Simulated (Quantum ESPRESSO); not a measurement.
# The valence band of Al2Pt as photoemission sees it, part 9 of 21

Aim: the valence spectrum of Al2Pt from He I to hard X-rays, and which orbitals make each feature.

Quantum ESPRESSO 7.5; DFT, PBEsol, plane waves, ultrasoft GBRV pseudopotentials, scalar-relativistic (the session's first sound run).

So far. Step 6 (With spin–orbit coupling: self-consistent run): The run ends at a pressure of -1.40 GPa. Step 9 (With spin–orbit coupling: bands): Of the bands kept, 6 cross the Fermi level on this path (spinor bands, one electron each).

The database entry behind the starting cell differs from later determinations by our own check (0.1 to 0.3 % short, probably kX units), so it need not match the best structure at ambient conditions.

## 10. With LDA: self-consistent run

This step: DFT, LDA, plane waves, ultrasoft GBRV pseudopotentials, scalar-relativistic (Quantum ESPRESSO 7.5).

The run is repeated with LDA on the same cell, to see how much the levels hang on the functional.

scf.in

```
&control
  calculation = 'scf'
  prefix = 'pes'
  outdir = './tmp'
  pseudo_dir = './pp'
  tprnfor = .true.
  tstress = .true.
/
&system
  ibrav = 0
  nat = 3
  ntyp = 2
  ecutwfc = 40.0
  ecutrho = 200.0
  occupations = 'smearing'
  nbnd = 21
  smearing = 'fd'
  degauss = 0.00367
/
&electrons
  conv_thr = 1.8e-08
  mixing_beta = 0.5
  electron_maxstep = 120
/
ATOMIC_SPECIES
Pt 195.0840 pt_lda_v1.4.uspp.F.UPF
Al 26.9815 al_lda_v1.uspp.F.UPF
CELL_PARAMETERS angstrom
 0.000000000 2.955000000 2.955000000
 2.955000000 0.000000000 2.955000000
 2.955000000 2.955000000 0.000000000
ATOMIC_POSITIONS crystal
Pt 0.000000000 0.000000000 0.000000000
Al 0.750000000 0.750000000 0.750000000
Al 0.250000000 0.250000000 0.250000000
K_POINTS automatic
12 12 12 0 0 0
```

The run is started by

```
$ OMP_NUM_THREADS=1 mpirun -n 4 pw.x -nk 4 -in scf.in > scf.out
```

Output:

```text
[banner, memory and clock lines left out]
Program PWSCF v.7.5 starts

          URL

     Message from routine setup:
     using ibrav=0 with symmetry is DISCOURAGED, use correct ibrav instead

     G-vector sticks info

     bravais-lattice index     =            0
     lattice parameter (alat)  =       7.8972  a.u.
     unit-cell volume          =     348.2564 (a.u.)^3
     number of atoms/cell      =            3
     number of atomic types    =            2
     number of electrons       =        22.00
     number of Kohn-Sham states=           21
     kinetic-energy cutoff     =      40.0000  Ry
     charge density cutoff     =     200.0000  Ry
     scf convergence threshold =      1.8E-08
     mixing beta               =       0.5000
     number of iterations used =            8  plain     mixing
     Exchange-correlation= SLA  PZ   NOGX NOGC
                           (   1   1   0   0   0   0   0)

     celldm(1)=   7.897168  celldm(2)=   0.000000  celldm(3)=   0.000000
     celldm(4)=   0.000000  celldm(5)=   0.000000  celldm(6)=   0.000000

     crystal axes: (cart. coord. in units of alat)
               a(1) = (   0.000000   0.707107   0.707107 )
               a(2) = (   0.707107   0.000000   0.707107 )
               a(3) = (   0.707107   0.707107   0.000000 )

     reciprocal axes: (cart. coord. in units 2 pi/alat)
               b(1) = ( -0.707107  0.707107  0.707107 )
               b(2) = (  0.707107 -0.707107  0.707107 )
               b(3) = (  0.707107  0.707107 -0.707107 )

     PseudoPot. # 1 for Pt read from file:
     ./pp/pt_lda_v1.4.uspp.F.UPF
     Pseudo is Ultrasoft + core correction, Zval = 16.0
     Generated by new atomic code, or converted to UPF format
     Using radial grid of  985 points,  6 beta functions with:
                l(1) =   0
                l(2) =   0
                l(3) =   1
                l(4) =   1
                l(5) =   2
                l(6) =   2
     Q(r) pseudized with  8 coefficients,  rinner =    1.300   1.300   1.300
                                                       1.300   1.300

     PseudoPot. # 2 for Al read from file:
     ./pp/al_lda_v1.uspp.F.UPF
     Pseudo is Ultrasoft + core correction, Zval =  3.0
     Generated by new atomic code, or converted to UPF format
     Using radial grid of  893 points,  3 beta functions with:
                l(1) =   0
                l(2) =   1
                l(3) =   2
     Q(r) pseudized with  8 coefficients,  rinner =    0.900   0.900   0.900
                                                       0.900   0.900

     atomic species   valence    mass     pseudopotential
     Pt               16.00   195.08400     Pt( 1.00)
     Al                3.00    26.98150     Al( 1.00)

     48 Sym. Ops., with inversion, found

   Cartesian axes

     site n.     atom                  positions (alat units)
         1        Pt     tau(   1) = (   0.0000000   0.0000000   0.0000000  )
         2        Al     tau(   2) = (   1.0606602   1.0606602   1.0606602  )
         3        Al     tau(   3) = (   0.3535534   0.3535534   0.3535534  )

     number of k points=    72  Fermi-Dirac smearing, width (Ry)=  0.0037
                       cart. coord. in units 2pi/alat
        k(    1) = (   0.0000000   0.0000000   0.0000000), wk =   0.0011574
        k(    2) = (   0.0589256   0.0589256  -0.0589256), wk =   0.0092593
        k(    3) = (   0.1178511   0.1178511  -0.1178511), wk =   0.0092593
        k(    4) = (   0.1767767   0.1767767  -0.1767767), wk =   0.0092593
        k(    5) = (   0.2357023   0.2357023  -0.2357023), wk =   0.0092593
        k(    6) = (   0.2946278   0.2946278  -0.2946278), wk =   0.0092593
        k(    7) = (  -0.3535534  -0.3535534   0.3535534), wk =   0.0046296
        k(    8) = (   0.1178511   0.0000000  -0.0000000), wk =   0.0069444
        k(    9) = (   0.1767767   0.0589256  -0.0589256), wk =   0.0277778
        k(   10) = (   0.2357023   0.1178511  -0.1178511), wk =   0.0277778
        k(   11) = (   0.2946278   0.1767767  -0.1767767), wk =   0.0277778
        k(   12) = (   0.3535534   0.2357023  -0.2357023), wk =   0.0277778
        k(   13) = (  -0.2946278  -0.4124790   0.4124790), wk =   0.0277778
        k(   14) = (  -0.2357023  -0.3535534   0.3535534), wk =   0.0277778
        k(   15) = (  -0.1767767  -0.2946278   0.2946278), wk =   0.0277778
        k(   16) = (  -0.1178511  -0.2357023   0.2357023), wk =   0.0277778
[...]
k(   65) = (  -0.2357023  -0.4714045   0.7071068), wk =   0.0277778
        k(   66) = (  -0.1767767  -0.4124790   0.6481812), wk =   0.0555556
        k(   67) = (  -0.1178511  -0.3535534   0.5892557), wk =   0.0277778
        k(   68) = (  -0.1178511  -0.4714045   0.7071068), wk =   0.0277778
        k(   69) = (  -0.0589256  -0.4124790   0.6481812), wk =   0.0555556
        k(   70) = (   0.0000000  -0.3535534   0.5892557), wk =   0.0277778
        k(   71) = (  -0.7071068   0.2357023   0.0000000), wk =   0.0138889
        k(   72) = (  -0.7071068   0.3535534   0.0000000), wk =   0.0069444

     Dense  grid:    16529 G-vectors     FFT dimensions: (  36,  36,  36)

     Smooth grid:    11935 G-vectors     FFT dimensions: (  32,  32,  32)

     Initial potential from superposition of free atoms

     starting charge      21.4956, renormalised to      22.0000

     negative rho (up, down):  1.834E-01 0.000E+00
     Starting wfcs are   20 randomized atomic wfcs +    1 random wfcs

     per-process dynamical memory:    26.6 Mb

     Self-consistent Calculation

     iteration #  1     ecut=    40.00 Ry     beta= 0.50
     Davidson diagonalization with overlap
     ethr =  1.00E-02,  avg # of iterations =  5.8

     negative rho (up, down):  1.667E-01 0.000E+00

     total energy              =    -223.18961252 Ry
     estimated scf accuracy    <       2.34302515 Ry

     iteration #  2     ecut=    40.00 Ry     beta= 0.50
     Davidson diagonalization with overlap
     ethr =  1.00E-02,  avg # of iterations =  2.0

     negative rho (up, down):  1.706E-01 0.000E+00

     total energy              =    -224.07621833 Ry
     estimated scf accuracy    <       1.75682732 Ry

     iteration #  3     ecut=    40.00 Ry     beta= 0.50
     Davidson diagonalization with overlap
     ethr =  7.99E-03,  avg # of iterations =  1.1

     negative rho (up, down):  1.674E-01 0.000E+00

     total energy              =    -224.26549342 Ry
     estimated scf accuracy    <       0.05338278 Ry

     iteration #  4     ecut=    40.00 Ry     beta= 0.50
     Davidson diagonalization with overlap
[...]
k =-0.3536-0.3536 0.3536 (  1476 PWs)   bands (ev):

   -42.3188 -42.3163 -42.3163   2.9325   4.7424   6.1185   6.1185   7.1302
     7.3818   7.3818  11.8799  11.8799  14.5463  16.0162  16.0162  16.0901
    20.5158  20.5158  21.2825  22.3859  23.8587

          k = 0.1179 0.0000-0.0000 (  1459 PWs)   bands (ev):

   -42.3160 -42.3159 -42.3159   0.7347   5.7062   5.8369   5.8369   7.1046
     7.1999  13.6467  13.8283  13.8283  14.0813  16.3339  16.4855  17.1090
    17.1090  17.3908  17.3908  19.5786  20.2417

          k = 0.1768 0.0589-0.0589 (  1475 PWs)   bands (ev):

[...]
17.2411  17.9865  18.0868  20.5359  20.8294

          k = 0.2357 0.1179-0.1179 (  1478 PWs)   bands (ev):

[...]
17.0975  18.8052  18.8390  21.3438  22.7113

          k = 0.2946 0.1768-0.1768 (  1476 PWs)   bands (ev):

[...]
17.4461  19.7158  19.7319  22.2960  23.7462

          k = 0.3536 0.2357-0.2357 (  1476 PWs)   bands (ev):

[...]
18.4593  20.5013  20.7409  23.1013  23.5504

          k =-0.2946-0.4125 0.4125 (  1488 PWs)   bands (ev):

[...]
19.6243  20.6283  21.2928  22.8091  23.7589

          k =-0.2357-0.3536 0.3536 (  1493 PWs)   bands (ev):

[...]
19.9011  19.9266  21.0519  23.1598  23.9006

          k =-0.1768-0.2946 0.2946 (  1479 PWs)   bands (ev):

[...]
18.8736  18.8994  20.9764  22.5521  24.6931

          k =-0.1179-0.2357 0.2357 (  1484 PWs)   bands (ev):

[...]
17.8481  18.0057  20.1096  21.8018  23.7889

          k =-0.0589-0.1768 0.1768 (  1477 PWs)   bands (ev):

[...]
k =-0.0000-0.1179 0.1179 (  1454 PWs)   bands (ev):

[...]
k = 0.2357 0.0000-0.0000 (  1463 PWs)   bands (ev):

[...]
k = 0.2946 0.0589-0.0589 (  1477 PWs)   bands (ev):

[...]
k = 0.3536 0.1179-0.1179 (  1484 PWs)   bands (ev):

[...]
k = 0.4125 0.1768-0.1768 (  1484 PWs)   bands (ev):

[...]
k =-0.2357-0.4714 0.4714 (  1493 PWs)   bands (ev):

[...]
k =-0.1768-0.4125 0.4125 (  1485 PWs)   bands (ev):

[...]
k =-0.1179-0.3536 0.3536 (  1487 PWs)   bands (ev):

[...]
k =-0.0589-0.2946 0.2946 (  1489 PWs)   bands (ev):

[...]
k = 0.0000-0.2357 0.2357 (  1492 PWs)   bands (ev):

[...]
k = 0.3536 0.0000 0.0000 (  1491 PWs)   bands (ev):

[...]
k = 0.4125 0.0589-0.0589 (  1486 PWs)   bands (ev):

[...]
k = 0.4714 0.1179-0.1179 (  1494 PWs)   bands (ev):

[...]
k =-0.1768-0.5303 0.5303 (  1491 PWs)   bands (ev):

[...]
k =-0.1179-0.4714 0.4714 (  1497 PWs)   bands (ev):

[...]
k =-0.0589-0.4125 0.4125 (  1494 PWs)   bands (ev):

[...]
k = 0.0000-0.3536 0.3536 (  1478 PWs)   bands (ev):

[...]
k = 0.4714 0.0000-0.0000 (  1479 PWs)   bands (ev):

[...]
k = 0.5303 0.0589-0.0589 (  1489 PWs)   bands (ev):

[...]
k =-0.1179-0.5893 0.5893 (  1492 PWs)   bands (ev):

[...]
k =-0.0589-0.5303 0.5303 (  1493 PWs)   bands (ev):

[...]
k = 0.5893 0.0000-0.0000 (  1488 PWs)   bands (ev):

[...]
k = 0.0000-0.5893 0.5893 (  1494 PWs)   bands (ev):

[...]
k =-0.7071 0.0000 0.0000 (  1524 PWs)   bands (ev):

[...]
k = 0.2357 0.1179 0.0000 (  1483 PWs)   bands (ev):

[...]
k = 0.2946 0.1768-0.0589 (  1484 PWs)   bands (ev):

[...]
k = 0.3536 0.2357-0.1179 (  1476 PWs)   bands (ev):

[...]
k = 0.3536 0.1179 0.0000 (  1487 PWs)   bands (ev):

[...]
k = 0.4125 0.1768-0.0589 (  1484 PWs)   bands (ev):

[...]
k = 0.0000-0.2357 0.3536 (  1501 PWs)   bands (ev):

[...]
k = 0.4714 0.1179-0.0000 (  1484 PWs)   bands (ev):

[...]
k =-0.1179-0.5893 0.7071 (  1490 PWs)   bands (ev):

[...]
k =-0.0589-0.5303 0.6482 (  1490 PWs)   bands (ev):

[...]
k =-0.0000-0.4714 0.5893 (  1488 PWs)   bands (ev):

[...]
k =-0.7071 0.1179-0.0000 (  1508 PWs)   bands (ev):

[...]
k =-0.2357-0.4714 0.7071 (  1492 PWs)   bands (ev):

[...]
19.6919  20.1452  21.3035  23.1447  23.6942

          k =-0.1768-0.4125 0.6482 (  1491 PWs)   bands (ev):

[...]
19.0594  20.7545  22.1123  22.9497  24.5709

          k =-0.1179-0.3536 0.5893 (  1498 PWs)   bands (ev):

[...]
19.2668  20.6721  22.6423  23.5499  24.2191

          k =-0.1179-0.4714 0.7071 (  1494 PWs)   bands (ev):

[...]
19.9974  21.4311  22.2324  23.6225  24.0557

          k =-0.0589-0.4125 0.6482 (  1497 PWs)   bands (ev):

   -42.3181 -42.3176 -42.3169   4.4547   4.8136   5.5791   6.0786   6.9604
     7.4558   7.8689   8.5395  10.0908  15.2403  16.3714  16.6964  18.1909
    20.1709  21.8495  22.9502  23.4480  23.7622

          k = 0.0000-0.3536 0.5893 (  1492 PWs)   bands (ev):

   -42.3180 -42.3178 -42.3169   4.2179   4.8559   5.8061   6.0140   6.9009
     7.3019   8.2869   8.3283  10.2965  15.4108  16.0854  17.2277  17.8171
    19.7293  21.8633  22.6534  22.7580  24.1368

          k =-0.7071 0.2357 0.0000 (  1488 PWs)   bands (ev):

   -42.3183 -42.3174 -42.3170   4.7810   4.9016   5.0248   6.3416   7.0620
     7.5618   7.5954   8.6112   9.8512  14.9616  15.5775  17.2464  18.9343
    20.7523  22.0853  22.8385  22.9429  23.7129

          k =-0.7071 0.3536 0.0000 (  1480 PWs)   bands (ev):

   -42.3178 -42.3178 -42.3170   4.8279   4.8279   5.4350   5.7723   7.0622
     7.5954   8.0658   8.0658   9.9694  16.0207  16.0207  17.0414  17.1400
    20.6429  22.7423  22.7423  23.1094  24.0689

     the Fermi energy is    10.8815 ev

!    total energy              =    -224.29001424 Ry
     estimated scf accuracy    <       0.00000002 Ry
     smearing contrib. (-TS)   =      -0.00071364 Ry
     internal energy E=F+TS    =    -224.28930061 Ry

     The total energy is F=E-TS. E is the sum of the following terms:
     one-electron contribution =     -84.27776968 Ry
     hartree contribution      =      53.34362965 Ry
     xc contribution           =     -65.32838042 Ry
     ewald contribution        =    -128.02678016 Ry

     convergence has been achieved in   9 iterations

     negative rho (up, down):  1.679E-01 0.000E+00

     Forces acting on atoms (cartesian axes, Ry/au):

     atom    1 type  1   force =    -0.00000000    0.00000000   -0.00000000
     atom    2 type  2   force =     0.00000000    0.00000000   -0.00000000
     atom    3 type  2   force =    -0.00000000   -0.00000000   -0.00000000

     Total force =     0.000000     Total SCF correction =     0.000000

     Computing stress (Cartesian axis) and pressure

     negative rho (up, down):  1.679E-01 0.000E+00
          total   stress  (Ry/bohr**3)                   (kbar)     P=      -42.31
  -0.00028765  -0.00000000  -0.00000000          -42.31       -0.00       -0.00
  -0.00000000  -0.00028765  -0.00000000           -0.00      -42.31       -0.00
  -0.00000000  -0.00000000  -0.00028765           -0.00       -0.00      -42.31

     XML data file, charge density, pseudopotentials, collected wavefunctions

                                        0.00s GPU  (     595 calls)
```

It took 7.7 s on 4 MPI ranks of Arm Neoverse V1, shared host; 31 s of CPU time.

Numbers from this step:

```yaml
free_energy: -3051.6211 eV
fermi_energy: 10.88 eV
pressure: -4.231 GPa
```

The run ends at a pressure of -4.23 GPa.

(Continued in part 10 of 21.)

[Logs are printed without paths, hosts, clocks, repeated set-up lines and the standing remarks that a program may print on its own settings, such as how far it seeks lower states.]

[Hosts, paths, dates, database ids (printed as entryN), source tags and the programs' standing remarks are cut or masked in the printed files.]

[Maps of the electrostatic potential energy from Ansatz leave out the sawtooth potential of an applied field or a dipole correction, so their vacuum need not be flat; work functions include it.]

[Peak lists hold at most the 14 tallest peaks of each spectrum; further lines can be left out.]
